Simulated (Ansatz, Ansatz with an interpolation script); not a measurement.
Rows from a G0W0 calculation on SrTiO3 (Tausonite) (Ansatz 0.2.0; G0W0 on LDA, plane waves, PAW; PAW set soft_1; 4×4×4 mesh, 273 empty bands, screening to 160 eV, PAW set soft_1 files), in eV. Spin-orbit coupling is left out.

| row | k | band | start | Σx | Σc at the solution | Vxc |
| --- | --- | --- | --- | --- | --- | --- |
| A | (-0.500, -0.500, -0.500) | c1 | 14.015 | -14.493 | -8.224 | -24.080 |
| B | Γ | c1 | 11.348 | -12.597 | -6.632 | -20.629 |
| C | Γ | v4 | 8.394 | -24.853 | 4.671 | -19.826 |
| D | (-0.500, -0.500, -0.500) | v4 | 5.808 | -23.787 | 4.956 | -18.600 |
| E | Γ | v1 | 9.237 | -26.336 | 4.384 | -21.657 |
| F | (-0.500, -0.500, -0.500) | v1 | 9.580 | -25.981 | 4.560 | -21.126 |

Question: Work out each quasiparticle level and how far it moved.

The quasiparticle equation reads E = start + Σx + Σc(E) − Vxc.

| row | E (eV) | shift (eV) |
| --- | --- | --- |
| A | 15.378 | +1.363 |
| B | 12.748 | +1.400 |
| C | 8.038 | −0.356 |
| D | 5.577 | −0.230 |
| E | 8.942 | −0.295 |
| F | 9.285 | −0.295 |

Limits: not at the basis limit; no spin-orbit coupling; coarse k mesh.

[Runs of the session that timed out or met a known fault of the program may be left out.]

[Hosts, paths, dates, database ids (printed as entryN), source tags and the programs' standing remarks are cut or masked in the printed files.]
